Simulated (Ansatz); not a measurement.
# The gap of CaTiN2 (Pmmn): a ladder of methods and an error budget

Aim: a best estimate of the quasiparticle gap of CaTiN2 (Pmmn), with each correction and its cost laid out.

Main program and level: Ansatz 0.2.0; density functionals, hybrids, G0W0, plane waves, PAW.

**1. Set-up**

The structure is orthorhombic, space group Pmmn (No. 59). The conventional cell has a = 3.613 Å, b = 3.937 Å, c = 7.542 Å, α = 90.00°, β = 90.00°, γ = 90.00°. Nearest to Ca lie 7 N at 2.37 to 3.02 Å. Nearest to Ti lie 5 N at 1.84 to 2.03 Å. N has 4 Ti at 2.02 to 2.03 Å and 2 Ca at 3.02 Å nearest. Nearest to N lie 1 Ti at 1.84 Å and 5 Ca at 2.37 to 2.67 Å. Farther neighbours and most contacts between anions are not listed.

Geometry: measured cell, ions relaxed with r2SCAN. The runs that relaxed it are not among those shown. The default PAW set here is soft_2. Its files were made with PBE.

**2. r2SCAN bands**

Levels along a band path, at the cheap level, show where the edges lie and whether the meshes to come will hold them.

This step: DFT, r2SCAN, plane waves, PAW.

The input, input.yaml:

```yaml
crystal:
  lattice:
    - [3.6131, 0.0, 0.0]
    - [0.0, 3.9365, 0.0]
    - [0.0, 0.0, 7.5421]
  atoms:
    - { symbol: Ca, position: [0.0, 0.5, 0.8496394539] }
    - { symbol: Ca, position: [0.5, 0.0, 0.1503605461] }
    - { symbol: Ti, position: [0.0, 0.5, 0.407547735] }
    - { symbol: Ti, position: [0.5, 0.0, 0.592452265] }
    - { symbol: "N", position: [0.5, 0.5, 0.5283250645] }
    - { symbol: "N", position: [0.0, 0.0, 0.4716749355] }
    - { symbol: "N", position: [0.0, 0.5, 0.1641950872] }
    - { symbol: "N", position: [0.5, 0.0, 0.8358049128] }
kpoints:
  mp_grid: { grid: [6, 6, 4] }
  band_path:
    path:
      - [[0.0, 0.0, 0.0], [0.5, 0.0, 0.0], [0.5, 0.5, 0.0], [0.0, 0.5, 0.0], [0.0, 0.0, 0.0], [0.0, 0.0, 0.5], [0.5, 0.0, 0.5], [0.5, 0.5, 0.5], [0.0, 0.5, 0.5], [0.0, 0.0, 0.5]]
      - [[0.5, 0.0, 0.0], [0.5, 0.0, 0.5]]
      - [[0.0, 0.5, 0.0], [0.0, 0.5, 0.5]]
      - [[0.5, 0.5, 0.0], [0.5, 0.5, 0.5]]
    npoints: 10
hamiltonian:
  xc: r2scan
scf:
  occupations: { method: fermi_dirac, width: 0.02 }
  n_extra_bands: 6
output:
  eigenvalues: true
  write_density: true
  write_potential: true
  elf: true
  volumetric_format: npy
```

The run is started by

```console
ansatz run input.yaml --threads 3 --pin off --max-ram 64512MiB --backend cuda --events-out ev --progress --plain --runs-dir out --devices 1 --max-vram 24GiB  # rebuilt from the run's record
```

Numbers of over 12 decimals in the logs are rounded to 6 here.

The program printed:

```text
scf.n_extra_bands = 6 over 32 filled bands (N_el = 64.0): the run solves 38 bands
GPUs: using 1 of 1 available (devices: 1).
Engine: ansatz 0.2.0, x86_64-unknown-linux-gnu
Pseudopotentials: kind: paw
Pseudopotential: Ca, paw, valence charge 10, recommended cutoff 500 eV (meta_gga), Ca.paw.azcp
Pseudopotential: Ti, paw, valence charge 12, recommended cutoff 500 eV (meta_gga), Ti.paw.azcp
Pseudopotential: N, paw, valence charge 5, recommended cutoff 500 eV (meta_gga), N.paw.azcp
Functional definition: r2SCAN
  parameter k0 = 0.174
  parameter k1 = 0.065
  parameter a1 = 4.9479
  exchange = r2scan_x(k0 = k0, k1 = k1, a1 = a1)
  correlation = r2scan_c
device memory: the entry about to start is reckoned to put 4.4 GiB on a device that reports 70.8 GiB free (of which the cap on the GPU budget leaves the run 24.0 GiB)
GPU FFT provider: cuFFT
GPU libraries: cuBLAS 13.8.2, cuFFT 12.4.0, cuSOLVER 12.3.4
Crystal: 8 atoms, lattice volume = 107.271 Å³
Basis set: ecut = 500 eV, 2729 PW (Γ), exchange–correlation on 108×120×240 points (64 copies of the dense FFT grid, shifted against one another)
Bands: 38, of which v1, the nominal top of the filled ones, is band 32 counted from 1 (31 counted from 0)
Symmetry: 8 space group operations
Space group: Pmmn (ITA 59), of the structure as read, at distance tolerance 4.8e-5 Å
k-points: 48 of 144
Non-local potential: Ca, projectors of the file, l = 0: 3, l = 1: 2, l = 2: 2
Non-local potential: Ti, projectors of the file, l = 0: 3, l = 1: 2, l = 2: 3, l = 3: 1
Non-local potential: N, projectors of the file, l = 0: 2, l = 1: 2, l = 2: 1
PAW form: soft (Blöchl's): semilocal exchange-correlation on the pseudo side does not see the compensation charge
PAW frozen core: Ca, regenerated for the run's functional (the file was generated under x = pbe(κ = 0.804, μ = 0.219515), c = pbe(β = 0.066725))
PAW frozen core: Ti, regenerated for the run's functional (the file was generated under x = pbe(κ = 0.804, μ = 0.219515), c = pbe(β = 0.066725))
PAW frozen core: N, regenerated for the run's functional (the file was generated under x = pbe(κ = 0.804, μ = 0.219515), c = pbe(β = 0.066725))
PAW one-centre angular grid: Ca, 302 points (default); XC on 160 Gauss nodes
PAW one-centre angular grid: Ti, 590 points (default); XC on 160 Gauss nodes
PAW one-centre angular grid: N, 302 points (default); XC on 160 Gauss nodes
Initial density: superposition of atomic densities (neutral atoms: chi_scale 0, normalization atom), corrected by the library's trained network
Initial wavefunctions: pseudopotential atomic-orbital guess
GPU buffer pool allocated for 48600 grid points (all kernels)
GPU transforms: local potential and band sums: pruned to the plane-wave sphere, on 27×30×60
Functional: x = r2scan, c = r2scan; τ floored in thin density (d = 2e-4 eV/Å³)
SCF iter   1: F=—  HF=-10204.295987 eV  |F-HF|=—  |Δ(HF+E_count)|=         —  Δρ=1.75e-2  dr2=4.29e-1  dr2_τ=4.80e-1  ethr=1.77e-3  ⟨swp⟩=9.6  Hψ=9105  notcnv=0
preconditioner: auto → Resta (q_TF=auto, 2.503 Å⁻¹)  ε∞=4.3  [insulator: Δε(μ)=1.353 eV  Ē_g=13.153 eV  σ=0.020 eV  W_gap=1.00  n_scr=38 (ndim 8)  ℏωp=23.8 eV  f_vac=0.000  D(μ)=0.00/eV (n_scr^D=0)  ε∞_Penn≈4.3]
SCF iter   2: F=—  HF=-10204.499544 eV  |F-HF|=—  |Δ(HF+E_count)|=   2.04e-1  Δρ=9.81e-3  dr2=1.07e-1  dr2_τ=2.40e-2  ethr=6.70e-4  ⟨swp⟩=3.0  Hψ=3844  notcnv=0  defer=96
SCF iter   3: F=—  HF=-10204.487318 eV  |F-HF|=—  |Δ(HF+E_count)|=   1.22e-2  Δρ=3.77e-3  dr2=1.03e-2  dr2_τ=5.80e-4  ethr=1.67e-4  ⟨swp⟩=2.4  Hψ=2524  notcnv=0  defer=96
SCF iter   4: F=—  HF=-10204.487023 eV  |F-HF|=—  |Δ(HF+E_count)|=   2.95e-4  Δρ=1.50e-3  dr2=3.01e-3  dr2_τ=3.83e-4  ethr=1.60e-5  ⟨swp⟩=2.1  Hψ=2837  notcnv=0  defer=96
SCF iter   5: F=—  HF=-10204.486611 eV  |F-HF|=—  |Δ(HF+E_count)|=   4.12e-4  Δρ=4.72e-4  dr2=2.23e-4  dr2_τ=2.43e-5  ethr=4.70e-6  ⟨swp⟩=2.0  Hψ=2399  notcnv=0  defer=96
SCF iter   6: F=—  HF=-10204.486603 eV  |F-HF|=—  |Δ(HF+E_count)|=   8.77e-6  Δρ=1.60e-4  dr2=3.54e-5  dr2_τ=4.23e-6  ethr=3.49e-7  ⟨swp⟩=2.0  Hψ=2496  notcnv=0  defer=96
SCF iter   7: F=—  HF=-10204.486741 eV  |F-HF|=—  |Δ(HF+E_count)|=   1.38e-4  Δρ=5.91e-5  dr2=5.35e-6  dr2_τ=1.49e-7  ethr=5.53e-8  ⟨swp⟩=2.0  Hψ=2468  notcnv=0  defer=96
SCF iter   8: F=-10204.486741 eV  HF=-10204.486741 eV  |F-HF|=2.67e-8  |Δ(HF+E_count)|=   1.09e-7  Δρ=8.50e-6  dr2=9.62e-8  dr2_τ=4.85e-9  ethr=1.56e-10  ⟨swp⟩=7.8  Hψ=6503  notcnv=0
SCF 1 converged in 8 iterations: F = -10204.486741 eV  dr2 = 9.62e-8
[...]
device memory: the entry about to start is reckoned to put 5.9 GiB on a device that reports 70.8 GiB free (of which the cap on the GPU budget leaves the run 24.0 GiB)
NSCF: frozen V_eff on 124 k-points, pencils in batches of 32, up to order 168
SCF converged after 8 iterations
Free energy (F): -10204.486741 eV
Harris-Foulkes:  -10204.486741 eV  (|F-HF|=2.67e-8)
Internal energy: -10204.486741 eV  (E = F + TS)
E sigma→0 (E₀):  -10204.486741 eV
Fermi energy:    10.335662 eV
--- Per-component energies (eV) ---
  E_band       = -602.148359
  E_kinetic    = 1631.415871
  E_local      = -4414.742139  (includes V_loc(G=0)·N_el)
  E_nonlocal   = 314.229715
  E_hartree    = 1681.111027
  E_xc         = -704.012901
  E_vxc        = -1000.687642  (∫ρ·V_xc dr)
  E_paw        = -4353.303733  (= ΣΔE_a)
  E_vpaw       = -556.442224  (= ΣTr[D̂ρ^β])
  E_aug_tail   = 0.000253  (compensation charges beyond the density's cutoff)
  E_vtau       = 61.847130  (kinetic-family band-sum trace: ∫τ·v_τ [+ j·A + Jᵃ·Aᵃ] dr)
  E_ewald      = -4358.118332
  E_core_change = -1.066503  (= ΣΔE_core)
  E_smearing   = -0.000000  (= −TS)
  E_closure    = 0.000000  (closes the sum)
  Σ components = -10204.486741   (vs F -10204.486741, Δ=0.00e0)
--- Band table (eV; the first three rows and the last of 48) ---
  k-point 0: bands = [... 28 lower, 8.5654, 9.0878, 9.6914, 9.8113, 10.8859, 12.6399, 13.1589, 13.4756, ... 2 higher]
  k-point 1: bands = [... 28 lower, 8.6501, 9.1225, 9.6688, 9.6975, 10.8876, 12.7832, 13.0972, 13.1506, ... 2 higher]
  k-point 2: bands = [... 28 lower, 8.7125, 9.1788, 9.5648, 9.6438, 10.8893, 12.8992, 12.9958, 13.1424, ... 2 higher]
  k-point 47: bands = [... 28 lower, 8.1636, 8.1636, 8.8882, 8.8882, 12.5778, 12.5778, 12.6509, 12.6509, ... 2 higher]
```

Wall time 3 s (1 × NVIDIA H100 80GB HBM3 (shared by 3 runs) with 3 threads of AMD EPYC 7R13 (Zen 3), shared host); peak memory 1.2 GiB.

Reading the cycles: dr2 is the Hartree energy of the density residual (eV), the measure of convergence; HF is the Harris–Foulkes estimate of the energy, which meets the free energy F at convergence.

Numbers from this step:

```
filled bands         : 32
gap                  : 1.075 eV
valence top at       : Γ
conduction bottom at : Γ
least direct gap     : 1.075 eV
```

The gap is direct, at Γ.

The electronic bands at the labelled points (eV, zero at the top of the highest nominally filled band):

```csv
point,band 29,band 30,band 31,band 32,band 33,band 34,band 35,band 36
Γ,-1.25,-0.72,-0.12,0.00,1.07,2.83,3.35,3.66
halfway,-1.57,-1.54,-1.30,-0.89,2.40,3.19,3.28,3.63
X,-1.77,-1.77,-1.70,-1.70,2.52,2.52,3.17,3.17
halfway,-1.64,-1.64,-0.86,-0.86,2.60,2.60,2.76,2.76
S,-1.65,-1.65,-0.44,-0.44,2.37,2.37,2.40,2.40
halfway,-1.62,-1.62,-0.90,-0.90,2.39,2.39,3.46,3.46
Y,-1.45,-1.45,-1.11,-1.11,3.11,3.11,3.21,3.21
halfway,-1.50,-1.04,-0.95,-0.69,2.28,2.92,3.12,3.31
Γ,-1.25,-0.72,-0.12,0.00,1.07,2.83,3.35,3.66
halfway,-1.16,-0.69,-0.14,-0.11,1.08,2.97,3.29,3.34
Z,-1.10,-0.63,-0.25,-0.17,1.08,3.09,3.18,3.33
halfway,-1.48,-1.45,-1.41,-0.97,2.39,3.32,3.38,3.47
U,-1.79,-1.79,-1.53,-1.53,2.50,2.50,3.21,3.21
halfway,-1.59,-1.59,-1.11,-1.11,2.62,2.62,2.94,2.94
R,-1.65,-1.65,-0.92,-0.92,2.77,2.77,2.84,2.84
halfway,-1.58,-1.58,-1.44,-1.44,2.95,2.95,3.33,3.33
T,-1.79,-1.79,-1.16,-1.16,3.29,3.29,3.31,3.31
halfway,-1.61,-1.21,-0.92,-0.83,2.27,2.44,3.40,3.72
Z,-1.10,-0.63,-0.25,-0.17,1.08,3.09,3.18,3.33
jump to X,-1.77,-1.77,-1.70,-1.70,2.52,2.52,3.17,3.17
halfway,-1.78,-1.78,-1.58,-1.58,2.51,2.51,3.19,3.19
U,-1.79,-1.79,-1.53,-1.53,2.50,2.50,3.21,3.21
jump to Y,-1.45,-1.45,-1.11,-1.11,3.11,3.11,3.21,3.21
halfway,-1.60,-1.60,-1.14,-1.14,3.22,3.22,3.25,3.25
T,-1.79,-1.79,-1.16,-1.16,3.29,3.29,3.31,3.31
jump to S,-1.65,-1.65,-0.44,-0.44,2.37,2.37,2.40,2.40
```

Electrostatic potential energy in the ac plane at fractional y = 0.000, with atoms of Ca and Ti and N within 0.2 Å of it. With pseudopotentials it is smooth inside the atoms' cores, unlike the true potential.

Ten even steps from '0' (-54 eV) to '9' (14 eV), each cell a mean:
```
99999999999999
99999977899999
99999621379999
99998400159999
99998510269999
99999865789999
99999877789999
99987654568999
99986433346899
99975433346899
56886433446886
02687654568851
01589877889840
13799999999862
78999999999998
99999999999999
99999888899999
99998766678999
99987422357899
99985200036899
99975200036899
99986421257899
99998765678999
99999888899999
```
Columns run along a (3.6 Å; values clipped at the 3rd and 97th percentile), rows up along c (7.5 Å). Atoms in or near the plane, at fractional coordinates: Ca at (0.50, 0.15), Ti at (0.50, 0.59), N at (0.00, 0.47), N at (0.50, 0.84).

ELF in the ac plane at fractional y = 0.000, with atoms of Ca and Ti and N within 0.2 Å of it. It is the smooth field of the valence electrons, not physical close to the nuclei.

Ten even steps from '0' (0.02) to '9' (0.86), each cell a mean:
```
00145666655310
01378999998630
01589976899741
01589831589741
02589864799741
01478888888631
01133445443210
21001455531001
54114743573024
88525720374268
89833654653589
47962478633796
05884122115983
57985100026997
99975200026899
77642000002577
33200022100123
00002689851000
00026999995000
00048999998200
00049999998200
00027999996100
00002577641000
00000111100000
```
Columns run along a (3.6 Å), rows up along c (7.5 Å). Atoms in or near the plane, at fractional coordinates: Ca at (0.50, 0.15), Ti at (0.50, 0.59), N at (0.00, 0.47), N at (0.50, 0.84).

**3. LDA**

A second semilocal functional shows how much of the gap hangs on that choice alone.

This step: DFT, LDA, plane waves, PAW.

The input, input.yaml:

```yaml
crystal:
  lattice:
    - [3.6131, 0.0, 0.0]
    - [0.0, 3.9365, 0.0]
    - [0.0, 0.0, 7.5421]
  atoms:
    - { symbol: Ca, position: [0.0, 0.5, 0.8496394539] }
    - { symbol: Ca, position: [0.5, 0.0, 0.1503605461] }
    - { symbol: Ti, position: [0.0, 0.5, 0.407547735] }
    - { symbol: Ti, position: [0.5, 0.0, 0.592452265] }
    - { symbol: "N", position: [0.5, 0.5, 0.5283250645] }
    - { symbol: "N", position: [0.0, 0.0, 0.4716749355] }
    - { symbol: "N", position: [0.0, 0.5, 0.1641950872] }
    - { symbol: "N", position: [0.5, 0.0, 0.8358049128] }
kpoints:
  mp_grid: { grid: [6, 6, 4] }
  band_path:
    path:
      - [0.0, 0.0, 0.0]
      - [0.5, 0.0, 0.0]
      - [0.5, 0.5, 0.0]
      - [0.0, 0.5, 0.0]
      - [0.0, 0.0, 0.5]
      - [0.5, 0.0, 0.5]
      - [0.5, 0.5, 0.5]
      - [0.0, 0.5, 0.5]
    npoints: 1
hamiltonian:
  xc: lda
scf:
  occupations: { method: fixed }
  n_extra_bands: 6
output:
  eigenvalues: true
```

The program printed:

```text
[...]
GPUs: using 1 of 1 available (devices: 1).
[...]
GPU FFT provider: cuFFT
GPU libraries: cuBLAS 13.8.2, cuFFT 12.4.0, cuSOLVER 12.3.4
Crystal: 8 atoms, lattice volume = 107.271 Å³
Basis set: ecut = 420 eV, 2097 PW (Γ)
Bands: 38, of which v1, the nominal top of the filled ones, is band 32 counted from 1 (31 counted from 0)
Symmetry: 8 space group operations
[...]
k-points: 48 of 144
[...]
--- Band table (eV; the first three rows and the last of 48) ---
  k-point 0: bands = [... 28 lower, 8.3827, 8.9046, 9.5055, 9.6212, 10.2621, 11.8941, 12.5189, 12.7787, ... 2 higher]
  k-point 1: bands = [... 28 lower, 8.4533, 8.9342, 9.4805, 9.5045, 10.2640, 12.0344, 12.4405, 12.5095, ... 2 higher]
  k-point 2: bands = [... 28 lower, 8.5118, 8.9837, 9.3721, 9.4525, 10.2658, 12.2393, 12.2481, 12.5001, ... 2 higher]
  k-point 47: bands = [... 28 lower, 8.0370, 8.0370, 8.6764, 8.6764, 11.9659, 11.9659, 12.0499, 12.0499, ... 2 higher]
[key lines of the parts left out:]
SCF converged after 8 iterations
Free energy (F): -9953.852285 eV
Fermi energy:    9.621240 eV
```

Wall time 2 s (1 × NVIDIA H100 80GB HBM3 (shared by 3 runs) with 3 threads); peak memory 0.96 GiB; 2.7 s of CPU time.

Numbers from this step:

- gap: 0.6409 eV
- valence top at: Γ
- conduction bottom at: Γ
- least direct gap: 0.6409 eV

The gap stands −0.43 eV against r2SCAN.

**4. HSE06**

HSE06 mixes in a quarter of exact exchange at short range. Exchange couples all pairs of k points, which makes a full band path dear, so levels are read on the mesh and at chosen points.

This step: DFT, HSE06, plane waves, PAW.

input.yaml: that of step 3 with these lines changed.

```diff
@@ -15,3 +15,3 @@
 kpoints:
-  mp_grid: { grid: [6, 6, 4] }
+  mp_grid: { grid: [4, 4, 2] }
   band_path:
@@ -28,3 +28,3 @@
 hamiltonian:
-  xc: lda
+  xc: hse06
 scf:
```

The program printed:

```text
[...]
GPUs: using 1 of 1 available (devices: 1).
[...]
davidson cushion auto → on  (no smearing: the cushion is to keep the highest requested band from converging to the state above it; pin scf.eigensolver.cushion to override)
[...]
GPU FFT provider: cuFFT
GPU libraries: cuBLAS 13.8.2, cuFFT 12.4.0, cuSOLVER 12.3.4
Crystal: 8 atoms, lattice volume = 107.271 Å³
Basis set: ecut = 420 eV, 2097 PW (Γ)
[...]
Fermi energy:    9.421135 eV
[...]
--- Band table (eV; the first three rows and the last of 18) ---
  k-point 0: bands = [... 28 lower, 8.0282, 8.5937, 9.2439, 9.4211, 11.2523, 12.9869, 13.6682, 13.8800, ... 2 higher]
  k-point 1: bands = [... 28 lower, 8.2100, 8.7104, 9.1561, 9.2028, 11.2565, 13.3123, 13.3793, 13.8563, ... 2 higher]
  k-point 2: bands = [... 28 lower, 7.7337, 8.2902, 8.3641, 8.6969, 12.5936, 13.1142, 13.3813, 13.7895, ... 2 higher]
  k-point 17: bands = [... 28 lower, 7.5240, 7.5240, 8.4395, 8.4395, 12.9074, 12.9074, 13.0565, 13.0565, ... 2 higher]
[key lines of the parts left out:]
Free energy (F): -10180.616654 eV
```

The job ended after 9.8 s (1 × NVIDIA H100 80GB HBM3 (shared by 3 runs) with 3 threads; peak memory 1.3 GiB; 20 s of CPU time).

This step gave:

```yaml
gap: 1.831 eV
valence_top_at: Γ
conduction_bottom_at: Γ
least_direct_gap: 1.831 eV
```

The gap stands +0.76 eV against r2SCAN.

**5. PBE0**

PBE0 differs from HSE06 by long-range exchange, so the pair shows what that tail is worth.

This step: DFT, PBE0, plane waves, PAW.

input.yaml: that of step 4 with these lines changed.

```diff
@@ -28,3 +28,3 @@
 hamiltonian:
-  xc: hse06
+  xc: pbe0
 scf:
```

The program printed:

```text
[...]
GPUs: using 1 of 1 available (devices: 1).
[...]
GPU FFT provider: cuFFT
GPU libraries: cuBLAS 13.8.2, cuFFT 12.4.0, cuSOLVER 12.3.4
Crystal: 8 atoms, lattice volume = 107.271 Å³
Basis set: ecut = 420 eV, 2097 PW (Γ)
Bands: 38, of which v1, the nominal top of the filled ones, is band 32 counted from 1 (31 counted from 0)
Symmetry: 8 space group operations
[...]
k-points: 18 of 32
[...]
Fermi energy:    9.063526 eV
[...]
--- Band table (eV; the first three rows and the last of 18) ---
  k-point 0: bands = [... 28 lower, 7.6406, 8.2099, 8.8914, 9.0635, 11.5960, 13.3396, 14.0131, 14.2639, ... 2 higher]
  k-point 1: bands = [... 28 lower, 7.8292, 8.3300, 8.7913, 8.8503, 11.6008, 13.6816, 13.7363, 14.2399, ... 2 higher]
  k-point 2: bands = [... 28 lower, 7.3399, 7.9154, 7.9758, 8.3204, 12.9663, 13.4743, 13.7524, 14.1710, ... 2 higher]
  k-point 17: bands = [... 28 lower, 7.1285, 7.1285, 8.0607, 8.0607, 13.2730, 13.2730, 13.4253, 13.4253, ... 2 higher]
[key lines of the parts left out:]
Free energy (F): -10181.822880 eV
```

The job ended after 9.6 s (1 × NVIDIA H100 80GB HBM3 (shared by 3 runs) with 3 threads; peak memory 1.3 GiB).

Numbers from this step:

| Item | Value |
| --- | --- |
| gap | 2.532 eV |
| valence top at | Γ |
| conduction bottom at | Γ |
| least direct gap | 2.532 eV |

The gap stands +1.46 eV against r2SCAN.

[end of part 1 of 3]

[Paths, hosts, dates, memory and timing lines, banners, echoed tables and standing remarks are left out of the program output.]

[Logs are printed without paths, hosts, clocks, repeated set-up lines and the standing remarks that a program may print on its own settings, such as how far it seeks lower states.]

[Runs of the session that timed out or met a known fault of the program may be left out.]

[Cells called generated may have been cut or substituted from an entry of the Crystallography Open Database or the Materials Project.]

[Hosts, paths, dates, database ids (printed as entryN), source tags and the programs' standing remarks are cut or masked in the printed files.]
